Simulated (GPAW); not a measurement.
**WS2 (Tungstenite): optical spectrum from first principles**

Aim: the dielectric function of WS2 (Tungstenite), and the optical constants that follow from it. The cell comes from an older database entry, whose edges can differ from later determinations, mostly by under a per cent.

Calculated with GPAW 26.7.0; DFT, PBE, plane-wave PAW (GPAW data sets), scalar-relativistic, RPA, optical limit.

The database entry behind the starting cell differs from later determinations by our own check (an axis about 1.4 % long against later determinations), so it need not match the best structure at ambient conditions.

**1. The starting structure**

Symmetry: P6_3/mmc, No. 194, hexagonal system. Conventional cell: a = 3.180 Å, b = 3.180 Å, c = 12.500 Å, α = 90.00°, β = 90.00°, γ = 120.00°. W has 6 S at 2.41 Å nearest. Nearest to S lie 3 W at 2.41 Å. Farther neighbours and most contacts between anions are not listed.

**2. Ground state**

First the ground state: is it a metal or has it a gap?

This step: DFT, PBE, plane-wave PAW (GPAW data sets), scalar-relativistic, ground state (GPAW 26.7.0).

File gs.py:

```python
from ase import Atoms
from ase.dft.bandgap import bandgap
from gpaw import GPAW, PW, FermiDirac

atoms = Atoms(['W', 'W', 'S', 'S', 'S', 'S'],
              cell=[[3.180000000000, 0.000000000000, 0.000000000000],
                    [-1.590000000000, 2.753960784000, 0.000000000000],
                    [0.000000000000, 0.000000000000, 12.500000000000]],
              scaled_positions=[[0.666666666700, 0.333333333300, 0.750000000000],
                                [0.333333333300, 0.666666666700, 0.250000000000],
                                [0.666666666700, 0.333333333300, 0.375000000000],
                                [0.333333333300, 0.666666666700, 0.875000000000],
                                [0.666666666700, 0.333333333300, 0.125000000000],
                                [0.333333333300, 0.666666666700, 0.625000000000]],
              pbc=[True, True, True])
atoms.calc = GPAW(mode=PW(500), xc='PBE', kpts={'size': (9, 9, 2), 'gamma': True},
                  occupations=FermiDirac(0.05), maxiter=150, txt='gs.txt')
print('energy (eV)', atoms.get_potential_energy())
print('Fermi level (eV)', atoms.calc.get_fermi_level())
print('valence electrons', atoms.calc.get_number_of_electrons())
print('gap (eV)', bandgap(atoms.calc, output=None)[0])
print('direct gap (eV)', bandgap(atoms.calc, direct=True, output=None)[0])
atoms.calc.write('gs.gpw')
```

Command:

```console
$ OMP_NUM_THREADS=1 python gs.py
```

Numbers of over 12 decimals in the logs are rounded to 6 here.

The log of the run:

```text
__  _  _
 | _ |_)|_||  |
 |__||  | ||/\| - 26.7.0

Versions:
  Python: 3.12.14
  ASE:    3.29.0
  Numpy:  2.5.5
  Scipy:  1.18.1
  Libxc:  7.0.0

Input parameters:
  mode=PW(ecut=500.0),
  kpts=MonkhorstPack(size=(9, 9, 2), gamma=True),
  maxiter=150,
  occupations=Occupations(name='fermi-dirac', width=0.05, fixmagmom=False),
  xc=XC(name='PBE')

Diagonalizing LCAO Hamiltonian
Converting LCAO to pw mode

        S

           W
        S

           S
        W

           S

Atoms  # Å, Bohr magnetons
|   | symbol |         x |        y |         z |    initial magnetic moments |
| 0 |      W |  1.590000 | 0.917987 |  9.375000 | ( 0.0000,  0.0000,  0.0000) |
| 1 |      W | -0.000000 | 1.835974 |  3.125000 | ( 0.0000,  0.0000,  0.0000) |
| 2 |      S |  1.590000 | 0.917987 |  4.687500 | ( 0.0000,  0.0000,  0.0000) |
| 3 |      S | -0.000000 | 1.835974 | 10.937500 | ( 0.0000,  0.0000,  0.0000) |
| 4 |      S |  1.590000 | 0.917987 |  1.562500 | ( 0.0000,  0.0000,  0.0000) |
| 5 |      S | -0.000000 | 1.835974 |  7.812500 | ( 0.0000,  0.0000,  0.0000) |

Unit cell  # Å
| periodic |         x |        y |         z |   lengths |     angles |
|      yes |  3.180000 | 0.000000 |  0.000000 |  3.180000 |  90.000000 |
|      yes | -1.590000 | 2.753961 |  0.000000 |  3.180000 |  90.000000 |
|      yes |  0.000000 | 0.000000 | 12.500000 | 12.500000 | 120.000000 |

Number of symmetries: 12
Symmetry operations  # r_c * U_cc + t_c -> r_c
|    | kind |            matrix            |
|  0 |  σ   |  1, 1, 0,  0,-1, 0,  0, 0, 1 |
|  1 |  S6  |  1, 1, 0, -1, 0, 0,  0, 0,-1 |
|  2 |  E   |  1, 0, 0,  0, 1, 0,  0, 0, 1 |
|  3 |  C2  |  1, 0, 0, -1,-1, 0,  0, 0,-1 |
|  4 |  C2  |  0, 1, 0,  1, 0, 0,  0, 0,-1 |
|  5 |  C3  |  0, 1, 0, -1,-1, 0,  0, 0, 1 |
|  6 |  S6  |  0,-1, 0,  1, 1, 0,  0, 0,-1 |
|  7 |  σ   |  0,-1, 0, -1, 0, 0,  0, 0, 1 |
|  8 |  σ   | -1, 0, 0,  1, 1, 0,  0, 0, 1 |
|  9 |  i   | -1, 0, 0,  0,-1, 0,  0, 0,-1 |
| 10 |  C3  | -1,-1, 0,  1, 0, 0,  0, 0, 1 |
| 11 |  C2  | -1,-1, 0,  0, 1, 0,  0, 0,-1 |

BZ-sampling:
  Number of BZ points: 162
  Number of IBZ points: 24

  Monkhorst-Pack size: [9, 9, 2]
  Monkhorst-Pack shift: [0.0, 0.0, 0.25]

K-points  # in reciprocal-cell coordinates
|     |                                coordinates |     weight |
|   0 | (  0.00000000,   0.00000000,   0.00000000) | 0.00617284 |
|   1 | (  0.00000000,   0.00000000,   0.50000000) | 0.00617284 |
|   2 | (  0.11111111,   0.00000000,   0.00000000) | 0.03703704 |
|   3 | (  0.11111111,   0.00000000,   0.50000000) | 0.03703704 |
|   4 | (  0.22222222,  -0.11111111,   0.00000000) | 0.03703704 |
|   5 | (  0.22222222,  -0.11111111,   0.50000000) | 0.03703704 |
|   6 | (  0.22222222,   0.00000000,   0.00000000) | 0.03703704 |
|   7 | (  0.22222222,   0.00000000,   0.50000000) | 0.03703704 |
|   8 | (  0.33333333,  -0.11111111,   0.00000000) | 0.07407407 |
|   9 | (  0.33333333,  -0.11111111,   0.50000000) | 0.07407407 |
| ... |                                            |            |
|  23 | (  0.44444444,   0.44444444,   0.50000000) | 0.03703704 |

Plane wave coefficients: 2802
Cutoff: 500.0 eV

Spin-components: 1 (collinear spins)
Bands:           36
Projectors:      32
Spin-degeneracy: 2
Datatype:        complex128

Parallelization:
  kpt:    1
  domain: 1
  band:   1

Density:
  Valence electrons: 52.0
  Components: 1
  Grid points: [18 18 70]
  Charge: 0.0  # |e|

Potential:
  Grid points: [18 18 70]

species:
  W:
    name:    Tungsten
    id:
    Z:       74.0
    valence: 14
    core:    60
    charge:  0.0  # [|e|]
    compensation charges:
      type: gauss
      rc: 0.40  # [Å]
      lmax: 2
    cutoffs:
      filter: 2.36  # [Å]
      core: 3.02  # [Å]
    projectors
    | kind |    occ | energy [eV] | rcut [Å] |
    |   5s |  2.000 |     -78.830 |    1.344 |
    |   6s |  2.000 |      -5.697 |    1.344 |
    |   5p |  6.000 |     -43.233 |    1.355 |
    |   6p |  0.000 |      -1.367 |    1.355 |
    |   5d |  4.000 |      -4.494 |    1.228 |
    |    d |        |      22.717 |    1.228 |

    Using partial waves for W as LCAO basis

  S:
    name:    Sulfur
    id:
    Z:       16.0
    valence: 6
    core:    10
    charge:  0.0  # [|e|]
    compensation charges:
      type: gauss
      rc: 0.24  # [Å]
      lmax: 2
    cutoffs:
      filter: 1.77  # [Å]
      core: 1.66  # [Å]
    projectors
    | kind |    occ | energy [eV] | rcut [Å] |
    |   3s |  2.000 |     -17.254 |    0.974 |
    |   3p |  4.000 |      -7.008 |    0.979 |
    |    s |        |       9.957 |    0.974 |
    |    p |        |      20.203 |    0.979 |
    |    d |        |       0.000 |    0.900 |

    Using partial waves for S as LCAO basis

Reference energy: -920973.822900  # eV

eigensolver:
  PPCG
  Converge bands: occupied
  niter=2

density mixing:
  MSR1-Mixer
  Pratt-step length: 0.05
  Maximum mixing coefficient: 0.75
  Old densities: 10
  SVD Regularization: 0.005
  Good broyden scale: 1.0
  Trust region scale: 1.0
  Backstep threshold: 4.0
  History deletion threshold: 6.0
  Fourier metric: weight=20.0, sigma=0.015

occupation numbers:
  Fermi-Dirac:
    width: 0.0500  # eV

poisson solver:
  ecut: 4000.0  # eV

xc functional:
  name: PBE with 2 nearest neighbor stencil

convergence criteria:
- Maximum [total energy] change in last 3 cyles: 0.0005 eV / valence electron
- Maximum integral of absolute [dens]ity change: 0.0001 electrons / valence electron
- Maximum integral of absolute [eigenst]ate change: 4e-08 eV^2 / valence electron
maximum number of iterations: 150

SCF iterations
|iter     |      energy | eigst |  dens |
|iter:   1||  -45.024504 | +0.20 |       |
|iter:   2||  -45.012569 | -1.54 | -1.17 |
|iter:   3||  -44.796379 | -1.24 | -1.22 |
|iter:   4||  -44.475101 | -1.80 | -1.41 |
|iter:   5||  -44.434456 | -2.46 | -1.77 |
|iter:   6||  -44.437649 | -3.74 | -2.14 |
|iter:   7||  -44.437747c| -4.77 | -2.96 |
|iter:   8||  -44.437740c| -5.99 | -3.52 |
|iter:   9||  -44.437741c| -7.33 | -4.33c|
|iter:  10||  -44.437741c| -8.00c| -5.02c|

Converged in 10 steps
SCF loop duration: 18.349 s (1.835 s/step)
Energy contributions relative to reference atoms: (reference = -920973.822900)

Energy contributions:
  Kinetic:          33.664184
  Coulomb:         -37.552498
  Zero:              0.257704
  External:          0.000000
  Xc:              -40.807130
  Entropy:          -0.000001
  Spinorbit:         0.000000
  ----------------------------
  Free energy:     -44.437741
  Extrapolated:    -44.437741

dipole moment: (0.000004, 0.000006, 0.000029)  # |e|*Ang

Fermi level: 8.946
Eigenvalues  # (at kpt = [0.000, 0.000, 0.000])
| band index |      eig [eV] | occ [0-2] |
|          0 |       -65.998 |     2.000 |
|        ... |               |           |
|         18 |         4.927 |     2.000 |
|         19 |         6.149 |     2.000 |
|         20 |         6.149 |     2.000 |
|         21 |         6.191 |     2.000 |
|         22 |         6.191 |     2.000 |
|         23 |         6.876 |     2.000 |
|         24 |         7.354 |     2.000 |
|         25 |         8.446 |     2.000 |
|         26 |        10.688 |     0.000 |
|         27 |        10.688 |     0.000 |
|         28 |        10.695 |     0.000 |
|         29 |        10.695 |     0.000 |
|         30 |        10.789 |     0.000 |
|         31 |        10.789 |     0.000 |
|         32 |        10.940 |     0.000 |
|         33 |        10.940 |     0.000 |
|        ... |               |           |
|         35 |        13.282 |     0.000 |

Gap: 1.141 eV
Transition (v -> c):
  (s=0, k=0, n=25, [0.00, 0.00, 0.00]) -> (s=0, k=8, n=26, [0.33, -0.11, 0.00])
Direct/indirect transitions are different
Direct gap: 1.737 eV
Transition at: (s=0, k=12, n=25, [0.33, 0.33, 0.00])

--- standard output ---
energy (eV) -44.437740507469
Fermi level (eV) 8.945531
valence electrons 52.0
gap (eV) 1.141439
direct gap (eV) 1.736505
```

Run time: 22 s. Hardware: 1 thread of AMD EPYC 9R45 (Zen 5), shared host; peak memory 0.22 GiB.

This step gave:

```
energy                 : -44.44 eV
Fermi energy           : 8.946 eV
gap on the k-mesh      : 1.141 eV
direct gap on the mesh : 1.737 eV
electrons              : 52
```

There is a gap, 1.14 eV on this mesh (points off the mesh can give less), so no carriers' term is needed.

**3. Bands for the response**

At the fixed density, many empty bands are solved on the mesh of the response, since the spectrum sums over them.

This step: DFT, PBE, plane-wave PAW (GPAW data sets), scalar-relativistic, bands at fixed density (GPAW 26.7.0).

File nscf.py:

```python
from ase.dft.bandgap import bandgap
from gpaw import GPAW, FermiDirac

calc = GPAW('gs.gpw').fixed_density(kpts={'size': (12, 12, 3), 'gamma': True}, nbands=81, convergence={'bands': 75},
                                    occupations=FermiDirac(0.001), txt='nscf.txt')
print('gap (eV)', bandgap(calc, output=None)[0])
print('direct gap (eV)', bandgap(calc, direct=True, output=None)[0])
print('top band over the Fermi level (eV)', min(calc.get_eigenvalues(kpt=k)[74] for k in range(len(calc.get_ibz_k_points()))) - calc.get_fermi_level())
calc.write('full.gpw', mode='all')
```

Command:

```console
$ OMP_NUM_THREADS=1 python nscf.py
```

The log of the run:

```text
Diagonalizing LCAO Hamiltonian
Converting LCAO to pw mode
convergence criteria:
- Maximum integral of absolute [eigenst]ate change: 4e-08 eV^2 / valence electron
maximum number of iterations: 150

SCF iterations
|iter     |      energy | eigst |  dens |
|iter:   1||             | +3.33 |       |
|iter:   2||             | +2.13 |       |
|iter:   3||             | +1.20 |       |
|iter:   4||             | +0.34 |       |
|iter:   5||             | -0.30 |       |
|iter:   6||             | -0.86 |       |
|iter:   7||             | -1.40 |       |
|iter:   8||             | -1.88 |       |
|iter:   9||             | -2.39 |       |
|iter:  10||             | -2.88 |       |
|iter:  11||             | -3.42 |       |
|iter:  12||             | -3.94 |       |
|iter:  13||             | -4.50 |       |
|iter:  14||             | -5.03 |       |
|iter:  15||             | -5.56 |       |
|iter:  16||             | -6.07 |       |
|iter:  17||             | -6.55 |       |
|iter:  18||             | -7.03 |       |
|iter:  19||             | -7.37 |       |
|iter:  20||             | -7.72c|       |
SCF steps: 20
  __  _  _
 | _ |_)|_||  |
 |__||  | ||/\| - 26.7.0

Versions:
  Python: 3.12.14
  ASE:    3.29.0
  Numpy:  2.5.5
  Scipy:  1.18.1
  Libxc:  7.0.0

Input parameters:
  mode=PW(ecut=500.0),
  convergence={'bands': 75},
  gpts=array([18, 18, 70]),
  kpts=MonkhorstPack(size=(12, 12, 3), gamma=True),
  maxiter=150,
  nbands=81,
  occupations=Occupations(name='fermi-dirac', width=0.001, fixmagmom=False),
  parallel={},
  xc=XC(name='PBE')

--- standard output ---
gap (eV) 1.045039
direct gap (eV) 1.736505
top band over the Fermi level (eV) 23.762729
```

Run time: 2.6 min. Hardware: 1 thread; peak memory 0.39 GiB.

This step gave:

- gap on the k-mesh: 1.045 eV

**4. Dielectric function, RPA**

Transitions between filled and empty bands, summed over the zone, give the optical response, so mesh, band count and broadening shape it.

The induced potential is part of this response.

This step: DFT, PBE, plane-wave PAW (GPAW data sets), scalar-relativistic, RPA, optical limit (GPAW 26.7.0).

File df.py:

```python
from gpaw.response.df import DielectricFunction

df = DielectricFunction('full.gpw', frequencies={'type': 'nonlinear', 'domega0': 0.03, 'omega2': 8},
                        ecut=50,
                        eta=0.15,
                        nbands=75,
                        txt='df.txt')
for direction in ['x', 'z']:
    df.get_dielectric_function(xc='RPA', direction=direction, filename=f'df_{direction}.csv')
```

Command:

```console
$ OMP_NUM_THREADS=1 python df.py
```

The log of the run:

```text
Using integrator: PointIntegrator
NonLinearFrequencyDescriptor(from 0.000 to 101.651 eV, 542 points)
Nonperiodic BCs:  [False False False]
Using integrator: PointIntegrator
NonLinearFrequencyDescriptor(from 0.000 to 101.651 eV, 542 points)
Nonperiodic BCs:  [False False False]

Calculating chi0 body with:
    Ground state adapter containing:
    Number of spins: 1
    Number of kpoints: 432
    Number of irreducible kpoints: 50
    Number of completely occupied states: 26
    Number of partially occupied states: 26

    Linear response parametrization:
    q_c: [0.0, 0.0, 0.0]
    Number of frequency points: 542
    Planewave cutoff: 50.0
    Number of bands: 75
    Number of planewaves: 81
    Broadening (eta): 0.15

Integrating chi0 body.

Symmetries of q_c:
    Direct symmetries (Uq -> q): 12
    Indirect symmetries (TUq -> q): 0
In total 12 allowed symmetries.

50 groups of equivalent kpoints. 88.425926% reduction.

Integral kind: spectral function

Calculating chi0 optical extensions with:
    Ground state adapter containing:
    Number of spins: 1
    Number of kpoints: 432
    Number of irreducible kpoints: 50
    Number of completely occupied states: 26
    Number of partially occupied states: 26

    Linear response parametrization:
    Number of frequency points: 542
    Planewave cutoff: 50.0
    Number of bands: 75
    Number of planewaves: 81
    Broadening (eta): 0.15
Integrating chi0 head and wings.

Symmetries of q_c:
    Direct symmetries (Uq -> q): 12
    Indirect symmetries (TUq -> q): 0
In total 12 allowed symmetries.

50 groups of equivalent kpoints. 88.425926% reduction.

Integral kind: spectral function wings
```

Wall time 25 s (1 thread); peak memory 0.42 GiB.

Read-outs, printed or worked out from the files:

```
electronic dielectric constant ε∞, mean over x, y and z (by symmetry where fewer were run) : 9.929
main peak of Im epsilon, first axis                                                        : 3.336 eV
```

(Continued in part 2 of 2.)

[Machine, clock and banner lines and Python warnings are left out of the logs.]

[Logs are printed without paths, hosts, clocks, repeated set-up lines and the standing remarks that a program may print on its own settings, such as how far it seeks lower states.]

[Hosts, paths, dates, database ids (printed as entryN), source tags and the programs' standing remarks are cut or masked in the printed files.]
